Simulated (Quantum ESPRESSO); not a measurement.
# NaI (Fm-3m): a volume series of phonon spectra, part 4 of 8

Which modes of NaI drive its thermal expansion?

Experimental results on record:
- volume expansion coefficient 135 1e-6/K near room temperature (given in “Descriptors for thermal expansion in solids”, 2017, arXiv:1701.03966)

Quantum ESPRESSO 7.5; DFT LDA, scalar-relativistic, plane waves, GBRV ultrasoft pseudopotentials.

So far. Step 3 (Finding the static equilibrium): After the last step pw.x solved the final cell once more on a basis chosen for it, which moves the energy without moving the atoms. Step 4 (Self-consistent run): On a basis chosen for the relaxed cell the pressure is -0.002 GPa, small enough for phonons.

## (5) Born charges and dielectric tensor

In a polar crystal the Born charges and ε∞ give the long-range dipole term that a finite supercell misses. They are those of this k-mesh and were not tested on a denser one; where the gap is small they converge slowly, and the LO modes with them.

The input, ph.in:

```
phonons
&inputph
   prefix = 'x'
   outdir = './tmp'
   fildyn = 'x.dyn'
   tr2_ph = 1.0d-18
   epsil = .true.
/
0.000000000 0.000000000 0.000000000
```

The input, scf.in:

```
&control
   calculation = 'scf'
   prefix = 'x'
   outdir = './tmp'
   pseudo_dir = './pseudo'
   tprnfor = .true.
   tstress = .true.
/
&system
   ibrav = 0
   nat = 2
   ntyp = 2
   ecutwfc = 45.0
   ecutrho = 270.0
   occupations = 'fixed'
   nbnd = 10
/
&electrons
   conv_thr = 1.0d-12
   mixing_beta = 0.7
   electron_maxstep = 100
/
ATOMIC_SPECIES
 Na     22.9898  Na.upf
 I     126.9045  I.upf
CELL_PARAMETERS angstrom
     0.000000000    3.131459783    3.131459783
     3.131459783    0.000000000    3.131459783
     3.131459783    3.131459783    0.000000000
ATOMIC_POSITIONS crystal
 Na     0.000000000   0.000000000   0.000000000
 I      0.500000000   0.500000000   0.500000000
K_POINTS automatic
 6 6 6 0 0 0
```

Started as:

```console
> OMP_NUM_THREADS=1 mpirun -n 8 ph.x -nk 8 -in ph.in > ph.out
```

The program printed:

```text
[banner, memory and clock lines left out]
Program PHONON v.7.5

     ./tmp/x.save/

     IMPORTANT: XC functional enforced from input :
     Exchange-correlation= PZ
                           (   1   1   0   0   0   0   0)
     Any further DFT definition will be discarded
     Please, verify this is what you really want

     G-vector sticks info

     Check: negative core charge=   -0.000002
     Reading collected, re-writing distributed wavefunctions in ./tmp/

     Number and degeneracy of irreps per q-point
       N         xq(1)         xq(2)         xq(3)   N irreps
       1   0.000000000   0.000000000   0.000000000       2
        3   3

     Calculation of q =    0.0000000   0.0000000   0.0000000

     phonons

     bravais-lattice index     =            0
     lattice parameter (alat)  =       8.3688  a.u.
     unit-cell volume          =     414.4452 (a.u.)^3
     number of atoms/cell      =            2
     number of atomic types    =            2
     kinetic-energy cut-off    =      45.0000  Ry
     charge density cut-off    =     270.0000  Ry
     convergence threshold     =      1.0E-18
     beta                      =       0.7000
     number of iterations used =            4
     Exchange-correlation= PZ
                           (   1   1   0   0   0   0   0)

     celldm(1)=    8.36875  celldm(2)=    0.00000  celldm(3)=    0.00000
     celldm(4)=    0.00000  celldm(5)=    0.00000  celldm(6)=    0.00000

     crystal axes: (cart. coord. in units of alat)
               a(1) = (  0.0000  0.7071  0.7071 )
               a(2) = (  0.7071  0.0000  0.7071 )
               a(3) = (  0.7071  0.7071  0.0000 )

     reciprocal axes: (cart. coord. in units 2 pi/alat)
               b(1) = ( -0.7071  0.7071  0.7071 )
               b(2) = (  0.7071 -0.7071  0.7071 )
               b(3) = (  0.7071  0.7071 -0.7071 )

     Atoms inside the unit cell:

     Cartesian axes

     site n.  atom      mass           positions (alat units)
        1  Na     22.9898   tau(    1) = (    0.00000    0.00000    0.00000  )
        2  I     126.9045   tau(    2) = (    0.70711    0.70711    0.70711  )

     Computing dynamical matrix for
                    q = (   0.0000000   0.0000000   0.0000000 )

     49 Sym.Ops. (with q -> -q+G )

     G cutoff =  478.9889  (  30923 G-vectors)     FFT grid: ( 45, 45, 45)
     G cutoff =  319.3259  (  16865 G-vectors)  smooth grid: ( 36, 36, 36)
     number of k points=    16
                       cart. coord. in units 2pi/alat
        k(    1) = (   0.0000000   0.0000000   0.0000000), wk =   0.0092593
        k(    2) = (   0.1178511   0.1178511  -0.1178511), wk =   0.0740741
        k(    3) = (   0.2357023   0.2357023  -0.2357023), wk =   0.0740741
        k(    4) = (  -0.3535534  -0.3535534   0.3535534), wk =   0.0370370
        k(    5) = (   0.2357023   0.0000000  -0.0000000), wk =   0.0555556
        k(    6) = (   0.3535534   0.1178511  -0.1178511), wk =   0.2222222
        k(    7) = (  -0.2357023  -0.4714045   0.4714045), wk =   0.2222222
        k(    8) = (  -0.1178511  -0.3535534   0.3535534), wk =   0.2222222
        k(    9) = (   0.0000000  -0.2357023   0.2357023), wk =   0.1111111
        k(   10) = (   0.4714045   0.0000000  -0.0000000), wk =   0.0555556
        k(   11) = (  -0.1178511  -0.5892557   0.5892557), wk =   0.2222222
        k(   12) = (  -0.0000000  -0.4714045   0.4714045), wk =   0.1111111
        k(   13) = (  -0.7071068   0.0000000   0.0000000), wk =   0.0277778
        k(   14) = (  -0.2357023  -0.4714045   0.7071068), wk =   0.2222222
        k(   15) = (  -0.1178511  -0.3535534   0.5892557), wk =   0.2222222
        k(   16) = (  -0.7071068   0.2357023   0.0000000), wk =   0.1111111

     PseudoPot. # 1 for Na read from file:
     ./pseudo/Na.upf
     Pseudo is Ultrasoft, Zval =  9.0
     Using radial grid of  819 points,  5 beta functions with:
                l(1) =   0
                l(2) =   0
                l(3) =   1
                l(4) =   1
                l(5) =   2
     Q(r) pseudized with  8 coefficients,  rinner =    1.250   1.250   1.250
                                                       1.250   1.250

     PseudoPot. # 2 for I  read from file:
     ./pseudo/I.upf
     Pseudo is Ultrasoft + core correction, Zval =  7.0
     Using radial grid of  893 points,  6 beta functions with:
                l(1) =   0
                l(2) =   0
                l(3) =   1
                l(4) =   1
                l(5) =   2
                l(6) =   2
     Q(r) pseudized with  8 coefficients,  rinner =    1.500   1.500   1.500
                                                       1.500   1.500

     Mode symmetry, O_h (m-3m)  point group:

     Electric field:
     Dielectric constant
     Born effective charges as d Force / d E

     Atomic displacements:
     There are    2 irreducible representations

     Representation     1      3 modes -  To be done

     Representation     2      3 modes -  To be done

     Alpha used in Ewald sum =   2.7000

     Electric Fields Calculation

      thresh= 1.000E-02 alpha_mix =  0.700 |ddv_scf|^2 =  1.901E-07

      thresh= 4.360E-05 alpha_mix =  0.700 |ddv_scf|^2 =  1.512E-08

      thresh= 1.229E-05 alpha_mix =  0.700 |ddv_scf|^2 =  6.973E-11

      thresh= 8.351E-07 alpha_mix =  0.700 |ddv_scf|^2 =  6.072E-13

      thresh= 7.792E-08 alpha_mix =  0.700 |ddv_scf|^2 =  2.721E-15

      thresh= 5.216E-09 alpha_mix =  0.700 |ddv_scf|^2 =  7.965E-18

      thresh= 2.822E-10 alpha_mix =  0.700 |ddv_scf|^2 =  2.224E-19

     End of electric fields calculation

          Dielectric constant in cartesian axis

          (       3.677669461      -0.000000000       0.000000000 )
          (      -0.000000000       3.677669461      -0.000000000 )
          (       0.000000000      -0.000000000       3.677669461 )

          Effective charges (d Force / dE) in cartesian axis without acoustic sum rule applied (asr)

           atom    1  Na    Mean Z*:        1.16646
      Ex  (        1.16646       -0.00000        0.00000 )
      Ey  (       -0.00000        1.16646        0.00000 )
      Ez  (        0.00000        0.00000        1.16646 )
           atom    2  I     Mean Z*:       -1.18010
      Ex  (       -1.18010       -0.00000       -0.00000 )
      Ey  (        0.00000       -1.18010        0.00000 )
      Ez  (        0.00000        0.00000       -1.18010 )

          Effective charges Sum: Mean:       -0.01364
             -0.01364       -0.00000        0.00000
             -0.00000       -0.01364        0.00000
              0.00000        0.00000       -0.01364

          Effective charges (d Force / dE) in cartesian axis with asr applied:
           atom    1  Na    Mean Z*:        1.17328
      E*x (        1.17328       -0.00000        0.00000 )
      E*y (       -0.00000        1.17328       -0.00000 )
      E*z (        0.00000       -0.00000        1.17328 )
           atom    2  I     Mean Z*:       -1.17328
      E*x (       -1.17328        0.00000       -0.00000 )
      E*y (        0.00000       -1.17328        0.00000 )
      E*z (       -0.00000        0.00000       -1.17328 )

     Representation #   1 modes #   1   2   3

     Self-consistent Calculation

      thresh= 1.000E-02 alpha_mix =  0.700 |ddv_scf|^2 =  4.604E-08

      thresh= 2.146E-05 alpha_mix =  0.700 |ddv_scf|^2 =  2.432E-09

      thresh= 4.931E-06 alpha_mix =  0.700 |ddv_scf|^2 =  1.771E-10

      thresh= 1.331E-06 alpha_mix =  0.700 |ddv_scf|^2 =  6.051E-13

      thresh= 7.779E-08 alpha_mix =  0.700 |ddv_scf|^2 =  7.073E-15

      thresh= 8.410E-09 alpha_mix =  0.700 |ddv_scf|^2 =  5.251E-18

      thresh= 2.291E-10 alpha_mix =  0.700 |ddv_scf|^2 =  3.264E-19

     End of self-consistent calculation

     Convergence has been achieved

     Representation #   2 modes #   4   5   6

     Self-consistent Calculation

      thresh= 1.000E-02 alpha_mix =  0.700 |ddv_scf|^2 =  7.907E-07

      thresh= 8.892E-05 alpha_mix =  0.700 |ddv_scf|^2 =  1.249E-08

      thresh= 1.118E-05 alpha_mix =  0.700 |ddv_scf|^2 =  7.451E-10

      thresh= 2.730E-06 alpha_mix =  0.700 |ddv_scf|^2 =  6.433E-12

      thresh= 2.536E-07 alpha_mix =  0.700 |ddv_scf|^2 =  4.405E-14

      thresh= 2.099E-08 alpha_mix =  0.700 |ddv_scf|^2 =  1.189E-16

      thresh= 1.090E-09 alpha_mix =  0.700 |ddv_scf|^2 =  6.036E-18

      thresh= 2.457E-10 alpha_mix =  0.700 |ddv_scf|^2 =  8.859E-21

     End of self-consistent calculation

     Convergence has been achieved

     Number of q in the star =    1
     List of q in the star:
          1   0.000000000   0.000000000   0.000000000

          Dielectric constant in cartesian axis

          (       3.677669461      -0.000000000       0.000000000 )
          (      -0.000000000       3.677669461      -0.000000000 )
          (       0.000000000      -0.000000000       3.677669461 )

          Effective charges (d Force / dE) in cartesian axis without acoustic sum rule applied (asr)

           atom    1  Na    Mean Z*:        1.16646
      Ex  (        1.16646       -0.00000        0.00000 )
      Ey  (       -0.00000        1.16646        0.00000 )
      Ez  (        0.00000        0.00000        1.16646 )
           atom    2  I     Mean Z*:       -1.18010
      Ex  (       -1.18010       -0.00000       -0.00000 )
      Ey  (        0.00000       -1.18010        0.00000 )
      Ez  (        0.00000        0.00000       -1.18010 )

          Effective charges Sum: Mean:       -0.01364
             -0.01364       -0.00000        0.00000
             -0.00000       -0.01364        0.00000
              0.00000        0.00000       -0.01364

          Effective charges (d Force / dE) in cartesian axis with asr applied:
           atom    1  Na    Mean Z*:        1.17328
      E*x (        1.17328       -0.00000        0.00000 )
      E*y (       -0.00000        1.17328       -0.00000 )
      E*z (        0.00000       -0.00000        1.17328 )
           atom    2  I     Mean Z*:       -1.17328
      E*x (       -1.17328        0.00000       -0.00000 )
      E*y (        0.00000       -1.17328        0.00000 )
      E*z (       -0.00000        0.00000       -1.17328 )

     Diagonalizing the dynamical matrix

     q = (    0.000000000   0.000000000   0.000000000 )

 **************************************************************************
     freq (    1) =      -0.296992 [THz] =      -9.906589 [cm-1]
     freq (    2) =      -0.296992 [THz] =      -9.906589 [cm-1]
     freq (    3) =      -0.296992 [THz] =      -9.906589 [cm-1]
     freq (    4) =       3.896672 [THz] =     129.978988 [cm-1]
     freq (    5) =       3.896672 [THz] =     129.978988 [cm-1]
     freq (    6) =       3.896672 [THz] =     129.978988 [cm-1]
 **************************************************************************

     Mode symmetry, O_h (m-3m)  point group:

     freq (   1-   3) =         -9.9  [cm-1]   --> T_1u G_15  G_4- I
     freq (   4-   6) =        130.0  [cm-1]   --> T_1u G_15  G_4- I
```

Run time: 68 s. Hardware: 8 MPI ranks of Arm Neoverse N1, shared host.

Numbers from this step:

```yaml
gamma_frequencies: -9.91, -9.91, -9.91, 130.0, 130.0, 130.0 cm⁻¹ (negative: imaginary)
gamma_symmetry: T_1u G_15 G_4- I, T_1u G_15 G_4- I, T_1u G_15 G_4- I, T_1u G_15 G_4- I, T_1u G_15 G_4- I, T_1u G_15 G_4- I
```

ε∞:

```
3.68 0.00 0.00
0.00 3.68 0.00
0.00 0.00 3.68
```

Born charge (rows field, columns displacement), before the sum rule (e), principal values of the symmetric part by kind of site:

```csv
atom,atoms with these values,low,middle,high,mean
Na1,1,1.17,1.17,1.17,1.17
I2,1,-1.18,-1.18,-1.18,-1.18
```

In full for Na1:

```
1.17 0.00 0.00
0.00 1.17 0.00
0.00 0.00 1.17
```

The Born charges sum to zero within 0.014 e; the rest is removed before use. Acoustic frequencies in this log differ from zero by the error of the sum rule, which ph.x does not impose.

(Continued in part 5 of 8.)

[Logs are printed without paths, hosts, clocks, repeated set-up lines and the standing remarks that a program may print on its own settings, such as how far it seeks lower states.]

[Hosts, paths, dates, database ids (printed as entryN), source tags and the programs' standing remarks are cut or masked in the printed files.]

[A step with changed settings may run another functional than the one named; its input shows which.]

[Of the runs on displaced cells, only some may be shown.]
